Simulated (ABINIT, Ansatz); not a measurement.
**PbO (Massicot): bands and cutoff in G0W0 with ABINIT**

What does each rung of G0W0 on PbO (Massicot) cost, and what does it buy?

Program: ABINIT 10.8.3. Level of theory: LDA and many-body steps on it, plane waves. Results are calculated unless marked as measured.

Report form: the programs' logs are mostly left out.

## (1) The structure

Symmetry: Pbcm, No. 57, orthorhombic system. The conventional cell has a = 5.893 Å, b = 5.490 Å, c = 4.753 Å, α = 90.00°, β = 90.00°, γ = 90.00°. Pb has 4 O at 2.22 to 2.48 Å nearest. O has 4 Pb at 2.22 to 2.48 Å nearest. Farther neighbours and most contacts between anions are not listed.

The cell and positions come from the Crystallography Open Database and are kept as given unless a step says otherwise. Spin-orbit coupling is left out unless a step names it.

## (2) Empty states on the mesh, 2×2×4 mesh, 445 bands

This step: ABINIT 10.8.3; DFT, LDA, plane waves, norm-conserving pseudopotentials.

The sums over transitions need many empty states on a uniform mesh; this step solves for them.

run.abi reads:

```
acell 3*1.0 Angstrom
rprim 
  5.893100000000 0.000000000000 0.000000000000
  0.000000000000 5.490400000000 0.000000000000
  0.000000000000 0.000000000000 4.752800000000
ntypat 2
znucl 82 8
natom 8
typat 1 1 1 1 2 2 2 2
xred 
  0.229700000000 0.988400000000 0.250000000000
  0.770300000000 0.011600000000 0.750000000000
  0.229700000000 0.511600000000 0.750000000000
  0.770300000000 0.488400000000 0.250000000000
  0.865300000000 0.091700000000 0.250000000000
  0.134700000000 0.908300000000 0.750000000000
  0.865300000000 0.408300000000 0.750000000000
  0.134700000000 0.591700000000 0.250000000000
pp_dirpath "pseudos"
pseudos "Pb.upf, O.upf"
ecut 42
ngkpt 2 2 4
nshiftk 1
shiftk 0 0 0
kptopt 1
chksymbreak 0
iscf -2
irdden 1
istwfk *1
nband 445
nbdbuf 40
tolwfr 1e-09
nstep 60
prtvol 0
indata_prefix "in"
outdata_prefix "out"
tmpdata_prefix "tmp"
```

Launch:

```sh
OMP_NUM_THREADS=1 mpirun -n 12 abinit run.abi > log
```

Wall time 6.1 min (12 MPI ranks of Arm Neoverse V2, shared host); peak memory 2.5 GiB.

This step gave:

```yaml
gap: 2.361 eV
k_of_the_valence_top: 0.5, 0, 0
k_of_the_conduction_bottom: 0.5, 0.5, 0.25
least_direct_gap: 2.745 eV
k_points_computed: 12
lowest_point_of_the_top_converged_band_above_the_valence_top: 90.7081 eV
```

On this mesh the gap is 2.361 eV.

The density comes from a self-consistent run that is not shown.

## (3) Screening, 2×2×4 mesh, 99 bands, screening to 62.6 eV

The RPA dielectric matrix is built and inverted for each q.

This step: RPA screening on LDA, plane waves, norm-conserving pseudopotentials.

Changes to run.abi since step 2:

```diff
@@ -26,10 +26,11 @@
 chksymbreak 0
-iscf -2
-irdden 1
 istwfk *1
-nband 445
-nbdbuf 40
-tolwfr 1e-09
-nstep 60
-prtvol 0
+occopt 1
+irdwfk 1
+optdriver 3
+nband 99
+ecuteps 2.3
+inclvkb 2
+awtr 1
+symchi 1
 indata_prefix "in"
```

Launch:

```sh
OMP_NUM_THREADS=1 mpirun -n 16 abinit run.abi > log
```

It took 51 s on 16 MPI ranks; peak memory 15 GiB; 14 min of CPU time.

This step gave:

- ε∞ with local fields, on this mesh, along the program's q direction: 6.738
- the same without local fields: 7.331
- plasma frequency: 31.69 eV
- plane waves in the screening matrix: 163

Local fields lower ε∞ by 8 %. On a Γ-centred mesh this coarse the value itself is usually too large, while a short band sum pulls it down.

## (4) 99 bands, 62.6 eV

The self-energy is evaluated for the states that the input lists, and the levels follow from it, in one-shot runs by the linearised quasiparticle equation.

This step: G0W0 on LDA, plane waves, norm-conserving pseudopotentials.

Changes to run.abi since step 3:

```diff
@@ -29,8 +29,19 @@
 irdwfk 1
-optdriver 3
+optdriver 4
 nband 99
+gwcalctyp 0
+ecutsigx 42
+symsigma 1
+nkptgw 3
+kptgw 
+  0.5000000000 0.0000000000 0.0000000000
+  0.5000000000 0.5000000000 0.2500000000
+  0.0000000000 0.0000000000 0.0000000000
+bdgw 
+  55 58
+  55 58
+  55 58
 ecuteps 2.3
-inclvkb 2
-awtr 1
-symchi 1
+irdscr 1
+ppmodel 1
 indata_prefix "in"
```

Run time: 7 s. Hardware: 16 MPI ranks; peak memory 5.6 GiB.

This step gave:

```
G0W0 gap on the points computed              : 3.138 eV
starting gap on the mesh                     : 2.361 eV
k of the valence top                         : 0, 0, 0
k of the conduction bottom                   : 0.5, 0.5, 0.25
Z at the valence top                         : 0.773
Z at the conduction bottom                   : 0.827
least direct G0W0 gap on the computed points : 3.545 eV
```

The gap on the mesh goes from 2.36 eV to 3.14 eV, a correction of +0.78 eV.

## (5) Screening, 2×2×4 mesh, 198 bands, screening to 114.3 eV

This step: RPA screening on LDA, plane waves, norm-conserving pseudopotentials.

Changes to run.abi since step 4:

```diff
@@ -29,19 +29,8 @@
 irdwfk 1
-optdriver 4
-nband 99
-gwcalctyp 0
-ecutsigx 42
-symsigma 1
-nkptgw 3
-kptgw 
-  0.5000000000 0.0000000000 0.0000000000
-  0.5000000000 0.5000000000 0.2500000000
-  0.0000000000 0.0000000000 0.0000000000
-bdgw 
-  55 58
-  55 58
-  55 58
-ecuteps 2.3
-irdscr 1
-ppmodel 1
+optdriver 3
+nband 198
+ecuteps 4.2
+inclvkb 2
+awtr 1
+symchi 1
 indata_prefix "in"
```

It took 2.9 min on 16 MPI ranks; peak memory 18 GiB; 47 min of CPU time.

This step gave:

- ε∞ with local fields, on this mesh, along the program's q direction: 6.699
- the same without local fields: 7.537
- plasma frequency: 31.69 eV
- plane waves in the screening matrix: 423

## (6) 198 bands, 114.3 eV

This step: G0W0 on LDA, plane waves, norm-conserving pseudopotentials.

Changes to run.abi since step 5:

```diff
@@ -29,8 +29,19 @@
 irdwfk 1
-optdriver 3
+optdriver 4
 nband 198
+gwcalctyp 0
+ecutsigx 42
+symsigma 1
+nkptgw 3
+kptgw 
+  0.5000000000 0.0000000000 0.0000000000
+  0.5000000000 0.5000000000 0.2500000000
+  0.0000000000 0.0000000000 0.0000000000
+bdgw 
+  55 58
+  55 58
+  55 58
 ecuteps 4.2
-inclvkb 2
-awtr 1
-symchi 1
+irdscr 1
+ppmodel 1
 indata_prefix "in"
```

Wall time 21 s (16 MPI ranks); peak memory 6.8 GiB; 5.6 min of CPU time.

Numbers from this step:

```
G0W0 gap on the points computed              : 3.014 eV
starting gap on the mesh                     : 2.361 eV
k of the valence top                         : 0, 0, 0
k of the conduction bottom                   : 0.5, 0.5, 0.25
Z at the valence top                         : 0.783
Z at the conduction bottom                   : 0.832
least direct G0W0 gap on the computed points : 3.448 eV
```

Against G0W0 in ABINIT (2×2×4 mesh, 99 bands, screening to 62.6 eV, Godby-Needs plasmon pole), the gap moves by −0.124 eV.

## (7) Screening, 2×2×4 mesh, 405 bands, screening to 176.9 eV

This step: RPA screening on LDA, plane waves, norm-conserving pseudopotentials.

Changes to run.abi since step 6:

```diff
@@ -29,19 +29,8 @@
 irdwfk 1
-optdriver 4
-nband 198
-gwcalctyp 0
-ecutsigx 42
-symsigma 1
-nkptgw 3
-kptgw 
-  0.5000000000 0.0000000000 0.0000000000
-  0.5000000000 0.5000000000 0.2500000000
-  0.0000000000 0.0000000000 0.0000000000
-bdgw 
-  55 58
-  55 58
-  55 58
-ecuteps 4.2
-irdscr 1
-ppmodel 1
+optdriver 3
+nband 405
+ecuteps 6.5
+inclvkb 2
+awtr 1
+symchi 1
 indata_prefix "in"
```

The job ended after 12 min (16 MPI ranks; peak memory 28 GiB).

This step gave:

| Quantity | Value |
| --- | --- |
| ε∞ with local fields, on this mesh, along the program's q direction | 6.656 |
| the same without local fields | 7.562 |
| plasma frequency | 31.69 eV |
| plane waves in the screening matrix | 821 |

## (8) 405 bands, 176.9 eV

This step: G0W0 on LDA, plane waves, norm-conserving pseudopotentials.

Changes to run.abi since step 7:

```diff
@@ -29,8 +29,19 @@
 irdwfk 1
-optdriver 3
+optdriver 4
 nband 405
+gwcalctyp 0
+ecutsigx 42
+symsigma 1
+nkptgw 3
+kptgw 
+  0.5000000000 0.0000000000 0.0000000000
+  0.5000000000 0.5000000000 0.2500000000
+  0.0000000000 0.0000000000 0.0000000000
+bdgw 
+  55 58
+  55 58
+  55 58
 ecuteps 6.5
-inclvkb 2
-awtr 1
-symchi 1
+irdscr 1
+ppmodel 1
 indata_prefix "in"
```

It took 1.9 min on 16 MPI ranks; peak memory 18 GiB.

This step gave:

- G0W0 gap on the points computed: 3.070 eV
- starting gap on the mesh: 2.361 eV
- k of the valence top: 0, 0, 0
- k of the conduction bottom: 0.5, 0.5, 0.25
- least direct G0W0 gap on the computed points: 3.497 eV

Against G0W0 in ABINIT (2×2×4 mesh, 198 bands, screening to 114.3 eV, Godby-Needs plasmon pole), the gap moves by +0.056 eV.

## (9) The runs together

Times are wall times on 16 MPI ranks of Arm Neoverse V2, shared host, good to a factor of about two. A run's time includes the screening step that it read.

| run | mesh | bands | screening cutoff (eV) | DFT gap (eV) | gap on the mesh (eV) | direct (eV) | ε∞ used | time |
| --- | --- | --- | --- | --- | --- | --- | --- | --- |
| 99 bands, 62.6 eV | 2×2×4 | 99 | 62.6 | 2.361 | 3.138 | 3.545 | 6.74 | 58 s |
| 198 bands, 114.3 eV | 2×2×4 | 198 | 114.3 | 2.361 | 3.014 | 3.448 | 6.70 | 3.3 min |
| 405 bands, 176.9 eV | 2×2×4 | 405 | 176.9 | 2.361 | 3.070 | 3.497 | 6.66 | 14 min |

## (10) Outcome

```json
{
 "99 bands, 62.6 eV": "3.138 eV",
 "198 bands, 114.3 eV": "3.014 eV",
 "405 bands, 176.9 eV": "3.070 eV",
 "known limits": "not at the basis limit; no spin-orbit coupling; coarse k mesh"
}
```

**Reading.** From the first rung to the last the gap moves by −0.07 eV for 14 times the time. The gap turns back along the series, so no limit is drawn from it. In the G0W0 runs levels were corrected at 3 k points alone, so a gap called «on the mesh» is the least over those, and an edge elsewhere would be missed. A denser mesh or path gives a starting gap of 2.08 eV: the GW mesh misses a band edge, so its gaps are not the fundamental one. The 2×2×4 mesh is coarse for this cell, which bears on the long-range parts of exchange and screening. Where an edge is built on 6p states of lead, bismuth or thallium, scalar-relativistic gaps usually stand too wide, by a few tenths to over one eV. The many-body steps are scalar-relativistic: spin-orbit coupling is not in them.

[Paths, hosts, dates, memory and timing lines, banners, echoed tables and standing remarks are left out of the program output.]

[Logs are printed without paths, hosts, clocks, repeated set-up lines and the standing remarks that a program may print on its own settings, such as how far it seeks lower states.]

[Runs of the session that timed out or met a known fault of the program may be left out.]

[Hosts, paths, dates, database ids (printed as entryN), source tags and the programs' standing remarks are cut or masked in the printed files.]

[G0W0 gaps are taken among the corrected bands and points alone; a level outside them can change the order at an edge.]

[Where Ansatz stands beside ABINIT at settings called matched, ABINIT's density can come from a denser mesh and the files from another edition; pairs whose starting gaps differed by over 0.03 eV were left out, so agreement reads better than it is.]
